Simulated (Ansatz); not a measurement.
# Meshes and cutoff for the phonons of NaCl (Fm-3m), part 2 of 4

Wanted: convergence of the phonons of NaCl (Fm-3m) against cost.

Ansatz 0.2.0; DFT PBEsol, scalar-relativistic, plane waves, PAW.

So far, highest frequency on the path or at a solved wavevector (cm⁻¹): step 3 (phonons on a q mesh) 255; step 4 (q mesh 2×2×2) 255. The relaxed cell has a = 5.602 Å (conventional setting).

The database entry behind the starting cell differs from later determinations by our own check (an axis about 0.4 % short against later determinations), so it need not match the best structure at ambient conditions.

## Step 6: Another q mesh, k-mesh 12×12×12, q mesh 6×6×6

The q mesh is changed to 6×6×6, to see how far the force constants must reach; the k mesh is 12×12×12, against 8×8×8 in the base run, so that the q mesh divides it.

input.yaml

```yaml
crystal:
  lattice:
    - [0.0, 2.8009522132, 2.8009522132]
    - [2.8009522132, 0.0, 2.8009522132]
    - [2.8009522132, 2.8009522132, 0.0]
  atoms:
    - { symbol: Na, position: [0.0, 0.0, 0.0] }
    - { symbol: Cl, position: [0.5, 0.5, 0.5] }
kpoints:
  mp_grid: { grid: [12, 12, 12] }
hamiltonian:
  xc: pbesol
scf:
  occupations: { method: fixed }
output:
  eigenvalues: true
phonons:
  method: dfpt
  qmesh: [6, 6, 6]
  temperatures: { t_max: 1000, t_step: 50 }
  qpath:
    path:
      - [[0.0, 0.0, 0.0], [0.5, 0.0, 0.5], [0.625, 0.25, 0.625]]
      - [[0.375, 0.375, 0.75], [0.0, 0.0, 0.0], [0.5, 0.5, 0.5], [0.5, 0.25, 0.75], [0.5, 0.0, 0.5]]
    npoints: 10
  non_analytic_term:
    high_frequency_dielectric_tensor: [[2.5662, 0.0, 0.0], [0.0, 2.5662, 0.0], [0.0, 0.0, 2.5662]]
    born_effective_charges:
      - { species: Na, tensor: [[1.0918, 0.0, 0.0], [0.0, 1.0918, 0.0], [0.0, 0.0, 1.0918]] }
      - { species: Cl, tensor: [[-1.0918, 0.0, 0.0], [0.0, -1.0918, 0.0], [0.0, 0.0, -1.0918]] }
    source: "zone-centre run at this cell"
```

Command:

```sh
> ansatz run input.yaml --threads 4 --pin off --max-ram 7168MiB --backend cpu --events-out ev --progress --plain --runs-dir out
```

Numbers of over 12 decimals in the logs are rounded to 6 here.

The log of the run:

```text
[...]
Crystal: 2 atoms, lattice volume = 43.949 Å³
Basis set: ecut = 420 eV, 869 PW (Γ), exchange–correlation on 54×54×54 points (8 copies of the dense FFT grid, shifted against one another)
Bands: 12, of which v1, the nominal top of the filled ones, is band 8 counted from 1 (7 counted from 0)
Symmetry: 48 space group operations
k-points: 72 of 1728
[...]
k-point 71: bands = [... 4 lower, -11.0520, -0.0551, -0.0551, 0.4078, 9.9994, 10.7474, 10.7474, 12.4770]
[...]
ASR residual: 1.450e-4 → 0.000e0 eV/Å²; symmetrization residual: 2.035e-6 eV/Å²
  ASR residual per site (eV/Å²): 2.64e-5 1.45e-4
  Γ frequencies (cm⁻¹): 0.00 0.00 0.00 166.38 166.38 166.38
--- Phonons (arbitrary-q DFPT): 16 irreducible q on the 6×6×6 mesh ---
[...]
interpolated dispersion: 63 rows × 6 modes
[...]
[key lines of the parts left out:]
SCF converged after 8 iterations
Free energy (F): -2540.286663 eV
Fermi energy:    1.203675 eV
```

It took 10 min on 4 threads of Arm Neoverse V1, shared host; peak memory 1.9 GiB; 39 min of CPU time.

Frequencies (cm⁻¹) solved at each irreducible wavevector; negative means imaginary. Frequencies by wavevector, by row:

```csv
q in reciprocal lattice units,star,mode 1,mode 2,mode 3,mode 4,mode 5,mode 6
0 0 0,1,0,0,0,166.4,166.4,166.4
0 0 0.1667,8,48.5,48.5,73.3,162.5,162.5,249.6
0 0 0.3333,8,90.5,90.5,136.8,150.7,150.7,233.5
0 0 -0.5,4,115.1,115.1,136.6,136.6,171.2,216.3
0 0.1667 0.1667,6,43.3,43.3,94,168.5,168.5,231
0 0.1667 0.3333,24,71.8,83.9,134.6,157.5,165.4,216.6
0 0.1667 -0.5,24,101.8,126.6,132.8,151.4,169.7,201.8
0 0.1667 -0.3333,24,98.7,114.9,136.6,152.4,166.9,207.9
0 0.1667 -0.1667,12,64.7,83.9,114.1,150.2,170.8,231.3
0 0.3333 0.3333,6,71.9,71.9,160.2,172.7,172.7,174.7
0 0.3333 -0.5,24,87,103.7,138.3,168.2,178.8,180.1
0 0.3333 -0.3333,12,106.6,116.6,149.9,151.6,178,180.3
0 -0.5 -0.5,3,81.2,81.2,135.7,174.7,174.7,185.5
0.1667 0.3333 -0.5,24,90.8,109.1,137,163.5,175.2,189.7
0.1667 0.3333 -0.3333,24,111.8,116.5,139,157.9,177,181.6
0.1667 -0.5 -0.3333,12,100.1,118,126.1,164.9,177.4,182.8
```

The mean frequency is 142.3 cm⁻¹, +0.0 cm⁻¹ against the base run, whose k mesh differs too.

## Step 7: Side by side

Times are for 4 threads of Arm Neoverse V1, shared host. The series side by side:

| no. | q mesh | k-mesh | mean frequency (cm⁻¹) | zero-point energy per atom (meV) | lowest frequency on the path (cm⁻¹) | time | memory (GiB) |
| --- | --- | --- | --- | --- | --- | --- | --- |
| 1 | 2×2×2 | 8×8×8 | 142.3 | 26.46 | 0 | 10 s | 0.49 |
| 2 | 3×3×3 | 9×9×9 | 142.2 | 26.45 | 0 | 38 s | 0.73 |
| 3 | 6×6×6 | 12×12×12 | 142.3 | 26.47 | 0 | 10 min | 1.9 |

The runs together. Phonon density of states against wavenumber; read off at these points; values in 1/cm⁻¹/cell:

```csv
wavenumber (cm⁻¹),"2×2×2, 8×8×8","3×3×3, 9×9×9","6×6×6, 12×12×12"
1,0,0,0
7,5.0e-5,7.0e-5,5.0e-5
15,3.0e-4,5.5e-4,4.0e-4
21,6.5e-4,0.00102,8.1e-4
29,0.00145,0.00199,0.0016
35,0.00215,0.00284,0.00242
43,0.00348,0.00432,0.00382
49,0.00473,0.00575,0.00512
55,0.00653,0.00735,0.0069
63,0.00959,0.0100,0.00987
69,0.0128,0.0126,0.0130
77,0.0202,0.0178,0.0193
83,0.0339,0.0262,0.0294
91,0.0368,0.0323,0.0324
97,0.0387,0.0353,0.0351
103,0.0433,0.0391,0.0384
111,0.0452,0.0441,0.0484
115,0.0666,0.0538,0.0431
117,0.0483,0.0673,0.0606
125,0.0102,0.0125,0.0205
131,0.0436,0.0297,0.0318
137,0.0577,0.0686,0.0845
139,0.0505,0.0642,0.0652
145,0.0325,0.0343,0.0288
153,0.0483,0.0439,0.0434
155,0.0664,0.0533,0.0481
159,0.0492,0.0587,0.0626
165,0.0529,0.0582,0.0624
173,0.0696,0.0893,0.0742
177,0.0804,0.0852,0.0869
179,0.0638,0.0385,0.0704
185,0.0704,0.0188,0.0256
187,0.0239,0.0173,0.0168
193,0.0169,0.0146,0.0142
201,0.0149,0.0136,0.0129
207,0.0144,0.0133,0.0125
213,0.0144,0.0133,0.0124
221,0.0105,0.0101,0.00953
227,0.00866,0.00847,0.00799
235,0.00673,0.00672,0.00632
241,0.00539,0.0054,0.00512
249,0.0033,0.00335,0.00325
255,7.0e-5,9.0e-5,1.3e-4
```

The runs together, line C_V. C_V against temperature; values in J/mol-atom/K:

```csv
temperature (K),"2×2×2, 8×8×8","3×3×3, 9×9×9","6×6×6, 12×12×12"
0,0,0,0
50,8.21,8.18,8.16
100,17.7,17.7,17.7
150,21.2,21.2,21.2
200,22.7,22.7,22.7
250,23.5,23.5,23.5
300,23.9,23.9,23.9
350,24.2,24.2,24.2
400,24.4,24.4,24.4
450,24.5,24.5,24.5
500,24.6,24.6,24.6
550,24.6,24.6,24.6
600,24.7,24.7,24.7
650,24.7,24.7,24.7
700,24.7,24.8,24.8
750,24.8,24.8,24.8
800,24.8,24.8,24.8
850,24.8,24.8,24.8
900,24.8,24.8,24.8
950,24.8,24.8,24.8
1000,24.8,24.8,24.8
```

## Step 8: Another k mesh, k-mesh 2×2×2, q mesh 2×2×2

The k mesh is changed to 2×2×2 on a small fixed q mesh, to find the coarsest that serves.

input.yaml, the sections that differ from step 6:

```yaml
kpoints:
  mp_grid: { grid: [2, 2, 2] }
phonons:
  method: dfpt
  dielectric: true
  rigid_motions: translations
  qmesh: [2, 2, 2]
  temperatures: { t_max: 1000, t_step: 50 }
  qpath:
    path:
      - [[0.0, 0.0, 0.0], [0.5, 0.0, 0.5], [0.625, 0.25, 0.625]]
      - [[0.375, 0.375, 0.75], [0.0, 0.0, 0.0], [0.5, 0.5, 0.5], [0.5, 0.25, 0.75], [0.5, 0.0, 0.5]]
    npoints: 10
# crystal, hamiltonian, scf, output: as in step 6
```

The log of the run:

```text
[...]
Crystal: 2 atoms, lattice volume = 43.949 Å³
Basis set: ecut = 420 eV, 869 PW (Γ), exchange–correlation on 54×54×54 points (8 copies of the dense FFT grid, shifted against one another)
Bands: 12, of which v1, the nominal top of the filled ones, is band 8 counted from 1 (7 counted from 0)
Symmetry: 48 space group operations
k-points: 4 of 8 (irreducible under 8 space group operations)
[...]
SCF iter   1: F=—  HF=-2540.004131 eV  |F-HF|=—  |Δ(HF+E_count)|=         —  Δρ=3.07e-3  dr2=5.30e-3  ethr=1.77e-3  ⟨swp⟩=4.2  Hψ=236  notcnv=0  defer=4
[...]
SCF iter   7: F=-2540.002398 eV  HF=-2540.002398 eV  |F-HF|=4.55e-13  |Δ(HF+E_count)|=   1.09e-9  Δρ=1.62e-7  dr2=6.74e-12  ethr=1.00e-12  ⟨swp⟩=7.5  Hψ=280  notcnv=0
SCF 1 converged in 7 iterations: F = -2540.002398 eV  dr2 = 6.74e-12
[...]
DFPT response loops at Γ: preconditioner auto → none (the input reference at scf.mixing.eps_inf says where Resta's filter doesn't serve); β = 0.50; Broyden in place of MSR1
── the response to a field inside a basis, on 4×4×4 k-points: an SCF that follows is theirs, and a resumed run solves both again ──
Bands: 9, of which v1, the nominal top of the filled ones, is band 8 counted from 1 (7 counted from 0)
k-points: 10 of 64 (irreducible under 12 space group operations)
[...]
Eigensolver: Dense (10 Hₖ)
SCF iter   1: F=—  HF=-2540.292190 eV  |F-HF|=—  |Δ(HF+E_count)|=         —  Δρ=5.11e-3  dr2=2.16e-2  ethr=1.00e-1
[...]
SCF iter   6: F=-2540.286558 eV  HF=-2540.286558 eV  |F-HF|=8.67e-9  |Δ(HF+E_count)|=   7.91e-7  Δρ=4.94e-6  dr2=9.76e-9  ethr=5.93e-9
SCF 1 converged in 6 iterations: F = -2540.286558 eV  dr2 = 9.76e-9
[...]
WARN: field response: ε∞ stands inside a basis, on 4×4×4 points; the force constants stand on the 2×2×2 k-mesh, whose period is 9.57 times the interband length at k = (0.0000, 0.0000, 0.0000), direct gap 4.929 eV, under 14: take them and everything formed from them as unconverged, and compare with a denser kpoints.mp_grid
[...]
SCF converged after 7 iterations
Free energy (F): -2540.002398 eV
[...]
Internal energy: -2540.002398 eV  (E = F + TS)
E sigma→0 (E₀):  -2540.002398 eV
Fermi energy:    1.384775 eV
[...]
--- Band table (eV) ---
  k-point 0: bands = [... 4 lower, -11.2815, 1.3848, 1.3848, 1.3848, 6.3134, 12.2040, 12.2040, 12.2040]
  k-point 1: bands = [... 4 lower, -10.9108, -0.6835, 1.0994, 1.0994, 8.3962, 12.0021, 12.0913, 12.0913]
  k-point 2: bands = [... 4 lower, -10.8583, -0.4053, 0.7423, 0.7423, 8.7249, 9.1328, 12.6266, 16.0975]
  k-point 3: bands = [... 4 lower, -10.8583, -0.4053, 0.7423, 0.7423, 8.7249, 9.1328, 12.6266, 16.0975]
--- Phonons (Γ-DFPT): 2 representative perturbations + reference, on 4 of 8 k-points (Σ response iterations 6) ---
  k mesh reduced under 8 symmetry operations, with k and −k counted as one. Each operation leaves every solved perturbation unchanged. A smaller set is not considered because the run solves the response to a homogeneous field
  ASR residual: 1.976e-4 → 0.000e0 eV/Å²; symmetrization residual: 2.940e-6 eV/Å²
  ASR residual per site (eV/Å²): 1.98e-4 1.93e-4
  Γ frequencies (cm⁻¹): 0.00 0.00 0.00 158.76 158.76 158.76
  ε∞ (high-frequency dielectric tensor):
        2.566279     0.000000    -0.000000
        0.000000     2.566279     0.000000
       -0.000000     0.000000     2.566279
  ε⁰ (static dielectric tensor: ions relaxed, cell fixed):
        6.363379    -0.000000    -0.000000
       -0.000000     6.363379    -0.000000
       -0.000000    -0.000000     6.363379
  ε⁰ − ε∞ (ionic part):
        3.797100    -0.000000    -0.000000
       -0.000000     3.797100    -0.000000
       -0.000000    -0.000000     3.797100
  softest optical mode at Γ: 158.76 cm⁻¹; the repairs (sum rule, projections) moved no ω² at Γ by more than (1.60 cm⁻¹)²
  Born effective charges Z* (e; rows j = field, columns β = displacement):
    site 0:
         1.09183   -0.00000   -0.00000
        -0.00000    1.09183   -0.00000
        -0.00000   -0.00000    1.09183
    site 1:
        -1.09183    0.00000    0.00000
         0.00000   -1.09183    0.00000
         0.00000    0.00000   -1.09183
  Z* charge neutrality: 1.022e-4 e pre-enforcement
  solved inside a basis spanned on kpoints, on 4×4×4 k-points, its susceptibility summed on 8×8×8: ε∞ is read to err by 4.7e-3, Z* by 4.5e-2 e (field_mesh: kpoints solves on kpoints); Z* is corrected for what the basis lacks
  optical modes at Γ without the LO–TO term, one row a degenerate level:
      ω (cm⁻¹)  modes    IR ((D/Å)²/amu)
        158.76      3             5.9163
  optical modes at Γ + LO–TO along q̂ = [1.0000, 0.0000, 0.0000]:
      ω (cm⁻¹)  modes    IR ((D/Å)²/amu)
        158.76      2             3.9442
        250.00      1             1.9721
  optical modes at Γ + LO–TO along q̂ = [0.0000, 1.0000, 0.0000]:
      ω (cm⁻¹)  modes    IR ((D/Å)²/amu)
        158.76      2             3.9442
        250.00      1             1.9721
  optical modes at Γ + LO–TO along q̂ = [0.0000, 0.0000, 1.0000]:
      ω (cm⁻¹)  modes    IR ((D/Å)²/amu)
        158.76      2             3.9442
        250.00      1             1.9721
--- Phonons (arbitrary-q DFPT): 3 irreducible q on the 2×2×2 mesh ---
[...]
interpolated dispersion: 63 rows × 6 modes
[...]
```

Wall time 5.4 s (4 threads); peak memory 0.36 GiB.

The run finished; it serves as a test, and its numbers are not taken as the result.

## Step 9: Another k mesh, k-mesh 4×4×4, q mesh 2×2×2

The k mesh is changed to 4×4×4 on a small fixed q mesh, to find the coarsest that serves.

Edit input.yaml of step 8 so:

```diff
@@ -9,3 +9,3 @@
 kpoints:
-  mp_grid: { grid: [2, 2, 2] }
+  mp_grid: { grid: [4, 4, 4] }
 hamiltonian:
```

The log of the run:

```text
[...]
Crystal: 2 atoms, lattice volume = 43.949 Å³
Basis set: ecut = 420 eV, 869 PW (Γ), exchange–correlation on 54×54×54 points (8 copies of the dense FFT grid, shifted against one another)
Bands: 12, of which v1, the nominal top of the filled ones, is band 8 counted from 1 (7 counted from 0)
Symmetry: 48 space group operations
k-points: 13 of 64 (irreducible under 8 space group operations, time reversal used)
[...]
SCF iter   1: F=—  HF=-2540.287387 eV  |F-HF|=—  |Δ(HF+E_count)|=         —  Δρ=2.82e-3  dr2=3.60e-3  ethr=1.77e-3  ⟨swp⟩=4.8  Hψ=785  notcnv=0  defer=20
[...]
SCF iter   8: F=-2540.284569 eV  HF=-2540.284569 eV  |F-HF|=1.36e-12  |Δ(HF+E_count)|=  7.32e-11  Δρ=5.72e-8  dr2=2.52e-12  ethr=1.00e-12  ⟨swp⟩=7.2  Hψ=856  notcnv=0
SCF 1 converged in 8 iterations: F = -2540.284569 eV  dr2 = 2.52e-12
[...]
Bands: 9, of which v1, the nominal top of the filled ones, is band 8 counted from 1 (7 counted from 0)
k-points: 10 of 64 (irreducible under 12 space group operations)
[...]
Eigensolver: Dense (10 Hₖ)
SCF iter   1: F=—  HF=-2540.285532 eV  |F-HF|=—  |Δ(HF+E_count)|=         —  Δρ=1.09e-4  dr2=5.82e-6  ethr=1.00e-1
[...]
SCF iter   3: F=-2540.285533 eV  HF=-2540.285532 eV  |F-HF|=1.45e-7  |Δ(HF+E_count)|=   4.21e-7  Δρ=2.14e-5  dr2=6.15e-8  ethr=1.67e-9
SCF 1 converged in 3 iterations: F = -2540.285533 eV  dr2 = 6.15e-8
[...]
SCF converged after 8 iterations
Free energy (F): -2540.284569 eV
[...]
Internal energy: -2540.284569 eV  (E = F + TS)
E sigma→0 (E₀):  -2540.284569 eV
Fermi energy:    1.206482 eV
[...]
--- Band table (eV; the first three rows and the last of 13) ---
  k-point 0: bands = [... 4 lower, -11.4813, 1.2065, 1.2065, 1.2065, 6.2160, 12.1192, 12.1192, 12.1192]
  k-point 1: bands = [... 4 lower, -11.3050, 0.0455, 1.0617, 1.0617, 7.7024, 11.0630, 12.4235, 12.4235]
  k-point 2: bands = [... 4 lower, -11.1174, -0.8239, 0.9260, 0.9260, 8.3006, 11.8689, 12.0191, 12.0191]
  k-point 12: bands = [... 4 lower, -11.0487, -0.0527, -0.0527, 0.4104, 10.0005, 10.7492, 10.7492, 12.4782]
[...]
ASR residual: 6.327e-5 → 0.000e0 eV/Å²; symmetrization residual: 1.511e-6 eV/Å²
  ASR residual per site (eV/Å²): 2.00e-5 6.33e-5
  Γ frequencies (cm⁻¹): 0.00 0.00 0.00 166.27 166.27 166.27
  ε∞ (high-frequency dielectric tensor):
        2.566253     0.000000     0.000000
        0.000000     2.566253    -0.000000
        0.000000    -0.000000     2.566253
  ε⁰ (static dielectric tensor: ions relaxed, cell fixed):
        6.027061    -0.000000     0.000000
       -0.000000     6.027061     0.000000
        0.000000     0.000000     6.027061
  ε⁰ − ε∞ (ionic part):
        3.460808    -0.000000     0.000000
       -0.000000     3.460808     0.000000
        0.000000     0.000000     3.460808
[...]
Born effective charges Z* (e; rows j = field, columns β = displacement):
    site 0:
         1.09166   -0.00000    0.00000
        -0.00000    1.09166   -0.00000
         0.00000   -0.00000    1.09166
    site 1:
        -1.09166    0.00000   -0.00000
         0.00000   -1.09166    0.00000
        -0.00000    0.00000   -1.09166
  Z* charge neutrality: 2.187e-4 e pre-enforcement
[...]
optical modes at Γ without the LO–TO term, one row a degenerate level:
      ω (cm⁻¹)  modes    IR ((D/Å)²/amu)
        166.27      3             5.9145
  optical modes at Γ + LO–TO along q̂ = [1.0000, 0.0000, 0.0000]:
      ω (cm⁻¹)  modes    IR ((D/Å)²/amu)
        166.27      2             3.9430
        254.81      1             1.9715
  optical modes at Γ + LO–TO along q̂ = [0.0000, 1.0000, 0.0000]:
      ω (cm⁻¹)  modes    IR ((D/Å)²/amu)
        166.27      2             3.9430
        254.81      1             1.9715
  optical modes at Γ + LO–TO along q̂ = [0.0000, 0.0000, 1.0000]:
      ω (cm⁻¹)  modes    IR ((D/Å)²/amu)
        166.27      2             3.9430
        254.81      1             1.9715
--- Phonons (arbitrary-q DFPT): 3 irreducible q on the 2×2×2 mesh ---
[...]
interpolated dispersion: 63 rows × 6 modes
[...]
```

Wall time 6 s (4 threads); peak memory 0.39 GiB; 20 s of CPU time.

The run finished; it serves as a test, and its numbers are not taken as the result.

## Step 10: Another k mesh, k-mesh 6×6×6, q mesh 2×2×2

The k mesh is changed to 6×6×6 on a small fixed q mesh, to find the coarsest that serves.

Edit input.yaml of step 9 so:

```diff
@@ -9,3 +9,3 @@
 kpoints:
-  mp_grid: { grid: [4, 4, 4] }
+  mp_grid: { grid: [6, 6, 6] }
 hamiltonian:
```

The log of the run:

```text
[...]
Crystal: 2 atoms, lattice volume = 43.949 Å³
Basis set: ecut = 420 eV, 869 PW (Γ), exchange–correlation on 54×54×54 points (8 copies of the dense FFT grid, shifted against one another)
Bands: 12, of which v1, the nominal top of the filled ones, is band 8 counted from 1 (7 counted from 0)
Symmetry: 48 space group operations
k-points: 30 of 216 (irreducible under 8 space group operations, time reversal used)
[...]
optical modes at Γ + LO–TO along q̂ = [0.0000, 1.0000, 0.0000]:
      ω (cm⁻¹)  modes    IR ((D/Å)²/amu)
        166.38      2             3.9435
        254.89      1             1.9717
  optical modes at Γ + LO–TO along q̂ = [0.0000, 0.0000, 1.0000]:
      ω (cm⁻¹)  modes    IR ((D/Å)²/amu)
        166.38      2             3.9435
        254.89      1             1.9717
--- Phonons (arbitrary-q DFPT): 3 irreducible q on the 2×2×2 mesh ---
[...]
interpolated dispersion: 63 rows × 6 modes
[...]
[key lines of the parts left out:]
SCF converged after 8 iterations
Free energy (F): -2540.286632 eV
Fermi energy:    1.203736 eV
```

Wall time 9.6 s (4 threads); peak memory 0.47 GiB.

Frequencies (cm⁻¹) solved at each irreducible wavevector; negative means imaginary. Frequencies by wavevector, by row:

| q in reciprocal lattice units | star | mode 1 | mode 2 | mode 3 | mode 4 | mode 5 | mode 6 |
| --- | --- | --- | --- | --- | --- | --- | --- |
| 0 0 0 | 1 | 0 | 0 | 0 | 166.4 | 166.4 | 166.4 |
| 0 0 -0.5 | 4 | 115.1 | 115.1 | 136.6 | 136.6 | 171.2 | 216.3 |
| 0 -0.5 -0.5 | 3 | 81.2 | 81.2 | 135.7 | 174.7 | 174.7 | 185.5 |

The highest optical mode at the zone centre (no LO-TO term) is 166.4 cm⁻¹, +0.0 cm⁻¹ against the base run.

## Step 11: Another k mesh, q mesh 2×2×2

The k mesh is changed to 8×8×8 on a small fixed q mesh, to find the coarsest that serves.

Edit input.yaml of step 10 so:

```diff
@@ -9,3 +9,3 @@
 kpoints:
-  mp_grid: { grid: [6, 6, 6] }
+  mp_grid: { grid: [8, 8, 8] }
 hamiltonian:
```

The log of the run:

```text
[...]
Crystal: 2 atoms, lattice volume = 43.949 Å³
Basis set: ecut = 420 eV, 869 PW (Γ), exchange–correlation on 54×54×54 points (8 copies of the dense FFT grid, shifted against one another)
Bands: 12, of which v1, the nominal top of the filled ones, is band 8 counted from 1 (7 counted from 0)
Symmetry: 48 space group operations
k-points: 59 of 512 (irreducible under 8 space group operations, time reversal used)
[...]
optical modes at Γ + LO–TO along q̂ = [0.0000, 1.0000, 0.0000]:
      ω (cm⁻¹)  modes    IR ((D/Å)²/amu)
        166.38      2             3.9440
        254.90      1             1.9720
  optical modes at Γ + LO–TO along q̂ = [0.0000, 0.0000, 1.0000]:
      ω (cm⁻¹)  modes    IR ((D/Å)²/amu)
        166.38      2             3.9440
        254.90      1             1.9720
--- Phonons (arbitrary-q DFPT): 3 irreducible q on the 2×2×2 mesh ---
[...]
interpolated dispersion: 63 rows × 6 modes
[...]
[key lines of the parts left out:]
SCF converged after 8 iterations
Free energy (F): -2540.286662 eV
Fermi energy:    1.203684 eV
```

Elapsed: 12 s, on 4 threads; peak memory 0.49 GiB.

Frequencies (cm⁻¹) solved at each irreducible wavevector; negative means imaginary. Frequencies by wavevector, by row:

```
q in reciprocal lattice units  star  mode 1  mode 2  mode 3  mode 4  mode 5  mode 6
                        0 0 0     1       0       0       0   166.4   166.4   166.4
                     0 0 -0.5     4   115.1   115.1   136.6   136.6   171.2   216.3
                  0 -0.5 -0.5     3    81.2    81.2   135.7   174.7   174.7   185.5
```

The highest optical mode at the zone centre (no LO-TO term) is 166.4 cm⁻¹, +0.0 cm⁻¹ against the base run.

(Continued in part 3 of 4.)

[Logs are printed without paths, hosts, clocks, repeated set-up lines and the standing remarks that a program may print on its own settings, such as how far it seeks lower states.]

[Hosts, paths, dates, database ids (printed as entryN), source tags and the programs' standing remarks are cut or masked in the printed files.]
